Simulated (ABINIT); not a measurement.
# CsH (Fm-3m): G0W0 in ABINIT against the wavefunction cutoff in GW

How does the gap of CsH (Fm-3m) converge in the wavefunction cutoff in GW?

Calculated with ABINIT 10.8.3; LDA and many-body steps on it, plane waves.

The database entry behind the starting cell differs from later determinations by our own check (0.1 to 0.3 % short, probably kX units), so it need not match the best structure at ambient conditions.

**1. The structure**

The structure is cubic, space group Fm-3m (No. 225). The conventional cell has a = 6.376 Å, b = 6.376 Å, c = 6.376 Å, α = 90.00°, β = 90.00°, γ = 90.00°. Nearest to Cs lie 6 H at 3.19 Å. Nearest to H lie 6 Cs at 3.19 Å. Farther neighbours are not listed.

Structure file:

```cif
data_structure
_symmetry_space_group_name_H-M 'P 1'
_symmetry_Int_Tables_number 1
_cell_length_a 4.5085
_cell_length_b 4.5085
_cell_length_c 4.5085
_cell_angle_alpha 60.000
_cell_angle_beta 60.000
_cell_angle_gamma 60.000
_cell_volume 64.80
loop_
_atom_site_label
_atom_site_type_symbol
_atom_site_fract_x
_atom_site_fract_y
_atom_site_fract_z
_atom_site_occupancy
Cs1 Cs 0.00000 0.00000 0.00000 1
H2 H 0.50000 0.50000 0.50000 1
```

The cell and positions come from the Crystallography Open Database and are kept as given unless a step says otherwise. Spin-orbit coupling is left out unless a step names it.

**2. Screening, 4×4×4 mesh, 31 bands, screening to 106.1 eV**

This step: ABINIT 10.8.3; RPA screening on LDA, plane waves, norm-conserving pseudopotentials.

The RPA dielectric matrix is built and inverted for each q.

Input file run.abi:

```
acell 3*1.0 Angstrom
rprim 
  -0.000000000000 3.188000000000 3.188000000000
  3.188000000000 -0.000000000000 3.188000000000
  3.188000000000 3.188000000000 -0.000000000000
ntypat 2
znucl 55 1
natom 2
typat 1 2
xred 
  0.000000000000 0.000000000000 0.000000000000
  0.500000000000 0.500000000000 0.500000000000
pp_dirpath "pseudos"
pseudos "Cs.upf, H.upf"
ecut 31
ngkpt 4 4 4
nshiftk 1
shiftk 0 0 0
kptopt 1
chksymbreak 0
istwfk *1
occopt 1
irdwfk 1
optdriver 3
nband 31
ecuteps 3.9
inclvkb 2
awtr 1
symchi 1
ecutwfn 9.3
indata_prefix "in"
outdata_prefix "out"
tmpdata_prefix "tmp"
```

Command:

```sh
OMP_NUM_THREADS=1 mpirun -n 4 abinit run.abi > log
```

Output:

```text
.Version 10.8.3 of ABINIT. v10.8.2 released Aug 2026.

 Symmetries : space group Fm -3 m (#225); Bravais cF (face-center cubic)
[... echo of the input left out ...]
== DATASET  1 ==================================================================
-   mpi_nproc: 4, omp_nthreads: 1 (-1 if OMP is not activated)

--- !DatasetInfo
iteration_state: {dtset: 1, }
dimensions: {natom: 2, nkpt: 8, mband: 31, nsppol: 1, nspinor: 1, nspden: 1, mpw: 609, }
cutoff_energies: {ecut:   9.3, pawecutdg:  -1.0, }
electrons: {nelect:   1.00000000E+01, charge:   0.00000000E+00, occopt:   1.00000000E+00, tsmear:   1.00000000E-02, }

 SCREENING: Calculation of the susceptibility and dielectric matrices

 Based on a program developped by R.W. Godby, V. Olevano, G. Onida, and L. Reining.
 Incorporated in ABINIT by V. Olevano, G.-M. Rignanese, and M. Torrent.
.Using double precision arithmetic ; gwpc =  8

[... cell and pseudopotentials left out ...]
--------------------------------------------------------------------------------

 ==== K-mesh for the wavefunctions ====
 Number of points in the irreducible wedge :     8
[... list of points left out ...]
 Together with 48 symmetry operations and time-reversal symmetry
 yields    64 points in the full Brillouin Zone.

 ==== Q-mesh for the screening function ====
 Number of points in the irreducible wedge :     8
[... list of points left out ...]
 Together with 48 symmetry operations and time-reversal symmetry
 yields    64 points in the full Brillouin Zone.

 setmesh: FFT mesh size selected  =    20x   20x   20
          total number of points  =         8000

 vcoul_init : cutoff-mode = AUXILIARY_FUNCTION
 q-points for optical limit:   1
     1)      0.000010    0.000020    0.000030

- screening: taking advantage of time-reversal symmetry
- Maximum band index for partially occupied states nbvw = 5
- Remaining bands to be divided among processors   nbcw = 26
- Number of bands treated by each node ~6

 Number of electrons calculated from density =    9.9950; Expected =   10.0000
 average of density, n =  0.022856
 r_s =    2.1859
 omega_plasma =   14.5833 [eV]

 calculating chi0 at frequencies [eV] :
  1    0.000000E+00    0.000000E+00
  2    0.000000E+00    1.458329E+01

--------------------------------------------------------------------------------
  q-point number  1        q = ( 0.000000, 0.000000, 0.000000) [r.l.u.]
--------------------------------------------------------------------------------
[... chi0 elements left out ...]
 For q-point:  0.000010 0.000020 0.000030
  dielectric constant =   3.2399
  dielectric constant without local fields =   3.7597

  Average fulfillment of the sum rule on Im[epsilon] for q-point    1 :     55.19  [%]
[... wings left out ...]
  q-point number  2        q = ( 0.250000, 0.000000, 0.000000) [r.l.u.]
--------------------------------------------------------------------------------
[... chi0 elements left out ...]
  Average fulfillment of the sum rule on Im[epsilon] for q-point    2 :     86.80  [%]

 [... 6 further q-points ...]
```

Elapsed: 2.6 s, on 4 MPI ranks of Arm Neoverse V2, shared host; peak memory 0.08 GiB; 10 s of CPU time.

This step gave:

```
ε∞ with local fields, on this mesh, along the program's q direction : 3.240
the same without local fields                                       : 3.760
plasma frequency                                                    : 14.58 eV
plane waves in the screening matrix                                 : 169
```

Local fields lower ε∞ by 14 %.

**3. 9.3 Ha**

This step: G0W0 on LDA, plane waves, norm-conserving pseudopotentials.

Edit run.abi of step 2 so:

```diff
@@ -23,8 +23,17 @@
 irdwfk 1
-optdriver 3
+optdriver 4
 nband 31
+gwcalctyp 0
+ecutsigx 9.3
+symsigma 1
+nkptgw 2
+kptgw 
+  0.5000000000 0.0000000000 0.0000000000
+  0.0000000000 0.0000000000 0.0000000000
+bdgw 
+  3 8
+  2 8
 ecuteps 3.9
-inclvkb 2
-awtr 1
-symchi 1
+irdscr 1
+ppmodel 1
 ecutwfn 9.3
```

Output:

```text
.Version 10.8.3 of ABINIT. v10.8.2 released Aug 2026.

 Symmetries : space group Fm -3 m (#225); Bravais cF (face-center cubic)
[... echo of the input left out ...]
== DATASET  1 ==================================================================
-   mpi_nproc: 4, omp_nthreads: 1 (-1 if OMP is not activated)

--- !DatasetInfo
iteration_state: {dtset: 1, }
dimensions: {natom: 2, nkpt: 8, mband: 31, nsppol: 1, nspinor: 1, nspden: 1, mpw: 609, }
cutoff_energies: {ecut:   9.3, pawecutdg:  -1.0, }
electrons: {nelect:   1.00000000E+01, charge:   0.00000000E+00, occopt:   1.00000000E+00, tsmear:   1.00000000E-02, }

 SIGMA: Calculation of the GW corrections

 Based on a program developped by R.W. Godby, V. Olevano, G. Onida, and L. Reining.
 Incorporated in ABINIT by V. Olevano, G.-M. Rignanese, and M. Torrent.
.Using double precision arithmetic ; gwpc =  8

[... cell and pseudopotentials left out ...]
--------------------------------------------------------------------------------

 ==== K-mesh for the wavefunctions ====
 Number of points in the irreducible wedge :     8
[... list of points left out ...]
 Together with 48 symmetry operations and time-reversal symmetry
 yields    64 points in the full Brillouin Zone.

 ==== Q-mesh for screening function ====
 Number of points in the irreducible wedge :     8
[... list of points left out ...]
 Together with 48 symmetry operations and time-reversal symmetry
 yields    64 points in the full Brillouin Zone.

 vcoul_init : cutoff-mode = AUXILIARY_FUNCTION
 q-points for optical limit:   1
     1)      0.000010    0.000020    0.000030
 setmesh: FFT mesh size selected  =    24x   24x   24
          total number of points  =        13824

 Number of electrons calculated from density =    9.9950; Expected =   10.0000
 average of density, n =  0.022856
 r_s =    2.1859
 omega_plasma =   14.5833 [eV]

 === KS Band Gaps ===
  >>>> For spin  1
   Minimum direct gap =   1.9563 [eV], located at k-point      :   0.5000  0.0000  0.0000
   Fundamental gap    =   1.9563 [eV], Top of valence bands at :   0.5000  0.0000  0.0000
                                       Bottom of conduction at :   0.5000  0.0000  0.0000
 SIGMA fundamental parameters:
 PLASMON POLE MODEL  1
 number of plane-waves for SigmaX                  609
 number of plane-waves for SigmaC and W            169
 number of plane-waves for wavefunctions           609
 number of bands                                    31
 number of independent spin polarizations            1
 number of spinorial components                      1
 number of k-points in IBZ                           8
 number of q-points in IBZ                           8
 number of symmetry operations                      48
 number of k-points in BZ                           64
 number of q-points in BZ                           64
 number of frequencies for dSigma/dE                 9
 frequency step for dSigma/dE [eV]                0.25
 number of omega for Sigma on real axis              0
 max omega for Sigma on real axis  [eV]           0.00
 zcut for avoiding poles [eV]                     0.10

 EPSILON^-1 parameters (SCR file):
 dimension of the eps^-1 matrix on file            169
 dimension of the eps^-1 matrix used               169
 number of plane-waves for wavefunctions           609
 number of bands                                    31
 number of q-points in IBZ                           8
 number of frequencies                               2
 number of real frequencies                          1
 number of imag frequencies                          1

 matrix elements of self-energy operator (all in [eV])

 Perturbative Calculation

--- !SelfEnergy_ee
iteration_state: {dtset: 1, }
kpoint     : [   0.500,    0.000,    0.000, ]
spin       : 1
KS_gap     :    1.956
QP_gap     :    3.959
Delta_QP_KS:    2.003
data: !SigmaeeData |
     Band     E0 <VxcDFT>   SigX SigC(E0)      Z dSigC/dE  Sig(E)    E-E0       E
        3  -6.239 -12.919 -17.383   2.700   0.783  -0.277 -14.301  -1.382  -7.622
        4  -6.239 -12.919 -17.383   2.700   0.783  -0.277 -14.301  -1.382  -7.622
        5   1.748 -10.108 -13.298   2.016   0.779  -0.284 -11.022  -0.914   0.833
        6   3.704  -6.807  -2.818  -2.687   0.835  -0.197  -5.719   1.088   4.792
        7   6.327  -8.089  -3.586  -2.789   0.826  -0.211  -6.674   1.415   7.743
        8   6.327  -8.089  -3.586  -2.789   0.826  -0.211  -6.674   1.415   7.743

--- !SelfEnergy_ee
iteration_state: {dtset: 1, }
kpoint     : [   0.000,    0.000,    0.000, ]
spin       : 1
KS_gap     :    6.878
QP_gap     :    9.350
Delta_QP_KS:    2.472
data: !SigmaeeData |
     Band     E0 <VxcDFT>   SigX SigC(E0)      Z dSigC/dE  Sig(E)    E-E0       E
[...]
6   6.764  -8.088  -3.327  -2.993   0.822  -0.217  -6.635   1.452   8.217
        7   6.764  -8.088  -3.327  -2.993   0.822  -0.217  -6.635   1.452   8.217
        8   6.764  -8.088  -3.327  -2.993   0.822  -0.217  -6.635   1.452   8.217

== END DATASET(S) ==============================================================
================================================================================

 -outvars: echo values of variables after computation  --------
           etotal      0.0000000000E+00
            nband          31
             nkpt           8
          spgroup         225
 [... the other variables as echoed above ...]

 Calculation completed.
```

Wall time 3 s (4 MPI ranks); peak memory 0.09 GiB; 12 s of CPU time.

This step gave:

```yaml
g0w0_gap_on_the_points_computed: 3.959 eV
starting_gap_on_the_mesh: 1.956 eV
k_of_the_valence_top: 0.5, 0, 0
k_of_the_conduction_bottom: 0.5, 0, 0
z_at_the_valence_top: 0.779
z_at_the_conduction_bottom: 0.835
least_direct_g0w0_gap_on_the_computed_points: 3.959 eV
```

**4. Screening, 4×4×4 mesh, 31 bands, screening to 106.1 eV**

This step: RPA screening on LDA, plane waves, norm-conserving pseudopotentials.

Edit run.abi of step 3 so:

```diff
@@ -23,18 +23,9 @@
 irdwfk 1
-optdriver 4
+optdriver 3
 nband 31
-gwcalctyp 0
-ecutsigx 9.3
-symsigma 1
-nkptgw 2
-kptgw 
-  0.5000000000 0.0000000000 0.0000000000
-  0.0000000000 0.0000000000 0.0000000000
-bdgw 
-  3 8
-  2 8
 ecuteps 3.9
-irdscr 1
-ppmodel 1
-ecutwfn 9.3
+inclvkb 2
+awtr 1
+symchi 1
+ecutwfn 15.5
 indata_prefix "in"
```

Output:

```text
.Version 10.8.3 of ABINIT. v10.8.2 released Aug 2026.

 Symmetries : space group Fm -3 m (#225); Bravais cF (face-center cubic)
[... echo of the input left out ...]
== DATASET  1 ==================================================================
-   mpi_nproc: 4, omp_nthreads: 1 (-1 if OMP is not activated)

--- !DatasetInfo
iteration_state: {dtset: 1, }
dimensions: {natom: 2, nkpt: 8, mband: 31, nsppol: 1, nspinor: 1, nspden: 1, mpw: 1287, }
cutoff_energies: {ecut:  15.5, pawecutdg:  -1.0, }
electrons: {nelect:   1.00000000E+01, charge:   0.00000000E+00, occopt:   1.00000000E+00, tsmear:   1.00000000E-02, }

 SCREENING: Calculation of the susceptibility and dielectric matrices

 Based on a program developped by R.W. Godby, V. Olevano, G. Onida, and L. Reining.
 Incorporated in ABINIT by V. Olevano, G.-M. Rignanese, and M. Torrent.
.Using double precision arithmetic ; gwpc =  8

[... cell and pseudopotentials left out ...]
--------------------------------------------------------------------------------

 ==== K-mesh for the wavefunctions ====
 Number of points in the irreducible wedge :     8
[... list of points left out ...]
 Together with 48 symmetry operations and time-reversal symmetry
 yields    64 points in the full Brillouin Zone.

 ==== Q-mesh for the screening function ====
 Number of points in the irreducible wedge :     8
[... list of points left out ...]
 Together with 48 symmetry operations and time-reversal symmetry
 yields    64 points in the full Brillouin Zone.

 setmesh: FFT mesh size selected  =    24x   24x   24
          total number of points  =        13824

 vcoul_init : cutoff-mode = AUXILIARY_FUNCTION
 q-points for optical limit:   1
     1)      0.000010    0.000020    0.000030

- screening: taking advantage of time-reversal symmetry
- Maximum band index for partially occupied states nbvw = 5
- Remaining bands to be divided among processors   nbcw = 26
- Number of bands treated by each node ~6

 Number of electrons calculated from density =    9.9998; Expected =   10.0000
 average of density, n =  0.022867
 r_s =    2.1856
 omega_plasma =   14.5868 [eV]

 calculating chi0 at frequencies [eV] :
  1    0.000000E+00    0.000000E+00
  2    0.000000E+00    1.458683E+01

--------------------------------------------------------------------------------
  q-point number  1        q = ( 0.000000, 0.000000, 0.000000) [r.l.u.]
--------------------------------------------------------------------------------
[... chi0 elements left out ...]
 For q-point:  0.000010 0.000020 0.000030
  dielectric constant =   3.2352
  dielectric constant without local fields =   3.7523

  Average fulfillment of the sum rule on Im[epsilon] for q-point    1 :     55.12  [%]
[... wings left out ...]
  q-point number  2        q = ( 0.250000, 0.000000, 0.000000) [r.l.u.]
--------------------------------------------------------------------------------
[... chi0 elements left out ...]
  Average fulfillment of the sum rule on Im[epsilon] for q-point    2 :     86.78  [%]

 [... 6 further q-points ...]
```

Wall time 3.4 s (4 MPI ranks); peak memory 0.37 GiB.

This step gave:

```yaml
eps_infinity_with_local_fields_on_this_mesh_along_the_program_s_q_direction: 3.235
the_same_without_local_fields: 3.752
plasma_frequency: 14.59 eV
plane_waves_in_the_screening_matrix: 169
```

**5. 15.5 Ha**

The self-energy is evaluated for the states that the input lists, and the levels follow from it, in one-shot runs by the linearised quasiparticle equation.

This step: G0W0 on LDA, plane waves, norm-conserving pseudopotentials.

Edit run.abi of step 4 so:

```diff
@@ -23,8 +23,17 @@
 irdwfk 1
-optdriver 3
+optdriver 4
 nband 31
+gwcalctyp 0
+ecutsigx 15.5
+symsigma 1
+nkptgw 2
+kptgw 
+  0.5000000000 0.0000000000 0.0000000000
+  0.0000000000 0.0000000000 0.0000000000
+bdgw 
+  3 8
+  2 8
 ecuteps 3.9
-inclvkb 2
-awtr 1
-symchi 1
+irdscr 1
+ppmodel 1
 ecutwfn 15.5
```

Output:

```text
.Version 10.8.3 of ABINIT. v10.8.2 released Aug 2026.

 Symmetries : space group Fm -3 m (#225); Bravais cF (face-center cubic)
[... echo of the input left out ...]
== DATASET  1 ==================================================================
-   mpi_nproc: 4, omp_nthreads: 1 (-1 if OMP is not activated)

--- !DatasetInfo
iteration_state: {dtset: 1, }
dimensions: {natom: 2, nkpt: 8, mband: 31, nsppol: 1, nspinor: 1, nspden: 1, mpw: 1287, }
cutoff_energies: {ecut:  15.5, pawecutdg:  -1.0, }
electrons: {nelect:   1.00000000E+01, charge:   0.00000000E+00, occopt:   1.00000000E+00, tsmear:   1.00000000E-02, }

 SIGMA: Calculation of the GW corrections

 Based on a program developped by R.W. Godby, V. Olevano, G. Onida, and L. Reining.
 Incorporated in ABINIT by V. Olevano, G.-M. Rignanese, and M. Torrent.
.Using double precision arithmetic ; gwpc =  8

[... cell and pseudopotentials left out ...]
--------------------------------------------------------------------------------

 ==== K-mesh for the wavefunctions ====
 Number of points in the irreducible wedge :     8
[... list of points left out ...]
 Together with 48 symmetry operations and time-reversal symmetry
 yields    64 points in the full Brillouin Zone.

 ==== Q-mesh for screening function ====
 Number of points in the irreducible wedge :     8
[... list of points left out ...]
 Together with 48 symmetry operations and time-reversal symmetry
 yields    64 points in the full Brillouin Zone.

 vcoul_init : cutoff-mode = AUXILIARY_FUNCTION
 q-points for optical limit:   1
     1)      0.000010    0.000020    0.000030
 setmesh: FFT mesh size selected  =    30x   30x   30
          total number of points  =        27000

 Number of electrons calculated from density =    9.9998; Expected =   10.0000
[...]
number of omega for Sigma on real axis              0
 max omega for Sigma on real axis  [eV]           0.00
 zcut for avoiding poles [eV]                     0.10

 EPSILON^-1 parameters (SCR file):
 dimension of the eps^-1 matrix on file            169
 dimension of the eps^-1 matrix used               169
 number of plane-waves for wavefunctions          1243
 number of bands                                    31
 number of q-points in IBZ                           8
 number of frequencies                               2
 number of real frequencies                          1
 number of imag frequencies                          1

 matrix elements of self-energy operator (all in [eV])

 Perturbative Calculation

--- !SelfEnergy_ee
iteration_state: {dtset: 1, }
kpoint     : [   0.500,    0.000,    0.000, ]
spin       : 1
KS_gap     :    1.956
QP_gap     :    3.957
Delta_QP_KS:    2.000
data: !SigmaeeData |
     Band     E0 <VxcDFT>   SigX SigC(E0)      Z dSigC/dE  Sig(E)    E-E0       E
        3  -6.239 -12.949 -17.427   2.714   0.782  -0.278 -14.330  -1.380  -7.620
        4  -6.239 -12.949 -17.427   2.714   0.782  -0.278 -14.330  -1.380  -7.620
        5   1.748 -10.140 -13.334   2.021   0.778  -0.285 -11.053  -0.914   0.834
[...]
--- !SelfEnergy_ee
iteration_state: {dtset: 1, }
kpoint     : [   0.000,    0.000,    0.000, ]
spin       : 1
KS_gap     :    6.878
QP_gap     :    9.349
Delta_QP_KS:    2.471
data: !SigmaeeData |
     Band     E0 <VxcDFT>   SigX SigC(E0)      Z dSigC/dE  Sig(E)    E-E0       E
[...]
7   6.764  -8.085  -3.324  -2.997   0.821  -0.218  -6.636   1.449   8.213
        8   6.764  -8.085  -3.324  -2.997   0.821  -0.218  -6.636   1.449   8.213

== END DATASET(S) ==============================================================
================================================================================

 -outvars: echo values of variables after computation  --------
           etotal      0.0000000000E+00
            nband          31
             nkpt           8
          spgroup         225
 [... the other variables as echoed above ...]

 Calculation completed.
```

Wall time 3.2 s (4 MPI ranks); peak memory 0.41 GiB.

Numbers from this step:

```yaml
g0w0_gap_on_the_points_computed: 3.956 eV
starting_gap_on_the_mesh: 1.956 eV
k_of_the_valence_top: 0.5, 0, 0
k_of_the_conduction_bottom: 0.5, 0, 0
z_at_the_valence_top: 0.778
z_at_the_conduction_bottom: 0.835
least_direct_g0w0_gap_on_the_computed_points: 3.956 eV
```

The gap on the mesh goes from 1.96 eV to 3.96 eV, a correction of +2.00 eV.

(Part 1 of 2 ends here.)

[Paths, hosts, dates, memory and timing lines, banners, echoed tables and standing remarks are left out of the program output.]

[Logs are printed without paths, hosts, clocks, repeated set-up lines and the standing remarks that a program may print on its own settings, such as how far it seeks lower states.]

[Runs of the session that timed out or met a known fault of the program may be left out.]

[No measured gap is set beside runs whose start may be inverted or whose files or cutoffs have a known fault.]

[Hosts, paths, dates, database ids (printed as entryN), source tags and the programs' standing remarks are cut or masked in the printed files.]

[G0W0 gaps are taken among the corrected bands and points alone; a level outside them can change the order at an edge.]

[Where Ansatz stands beside ABINIT at settings called matched, ABINIT's density can come from a denser mesh and the files from another edition; pairs whose starting gaps differed by over 0.03 eV were left out, so agreement reads better than it is.]
